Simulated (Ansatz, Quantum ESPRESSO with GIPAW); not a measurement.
# SiO2 (Quartz): working out the 17O quadrupolar coupling

A plane-wave PAW calculation (PBE, Ansatz) gives this electric field gradient, in 10²¹ V/m² and Cartesian axes, at one O site of SiO2 (Quartz) (atom 4; bridging Si-O-Si, 141°; site symmetry 1):

```
     -2.5763        3.7040        1.8501
      3.7040        2.4869        6.5880
      1.8501        6.5880        0.0894
```

17O has spin 5/2, Q = -0.02558 barn and |γ|/2π = 5.7742 MHz/T. The cell is the P3_121 form of a database entry, atoms relaxed, static and at 0 K. 

**Task.** Find C_Q, η_Q and ν_Q, and the shift and width of the central transition under fast MAS at 14.1 T and 20 T.

1. The tensor is symmetric and traceless. Its eigenvalues, ordered by size, are V_xx = -3.5104, V_yy = -5.8419 and V_zz = 9.3524.

2. η_Q = (V_xx − V_yy)/V_zz = 0.249.

3. C_Q = eQV_zz/h. One unit of 10²¹ V/m² with one barn gives 24.18 MHz, so C_Q = 24.18 × −0.02558 × 9.3524 = -5.785 MHz. A spectrum shows its size, not its sign.

4. ν_Q = 3C_Q/[2I(2I−1)] = 0.868 MHz in size, and P_Q = |C_Q|√(1 + η²/3) = 5.844 MHz.

5. The resonances lie at ν0 = 81.42 and 115.48 MHz, so ν_Q/ν0 is 0.011 at most and second order holds. The centre of gravity moves by δ_Q = −(3/40)(P_Q/ν0)² F × 10⁶ ppm, with F = [I(I+1) − 3/4]/[I²(2I−1)²] = 0.08: -30.9 ppm at 14.1 T and -15.4 ppm at 20 T.

6. Summing the second-order term over orientations gives a full width of 70.4 ppm (5.7 kHz) and 35.0 ppm (4.0 kHz). In ppm both fall as 1/B²: (14.1/20)² = 0.497. The spinning rate must pass the static width for this shape to show cleanly.

[Banner, clock, file and message-heading lines were taken out of the pw.x and gipaw.x logs.]

[Logs are printed without paths, hosts, clocks, repeated set-up lines and the standing remarks that a program may print on its own settings, such as how far it seeks lower states.]

[Hosts, paths, dates, database ids (printed as entryN), source tags and the programs' standing remarks are cut or masked in the printed files.]
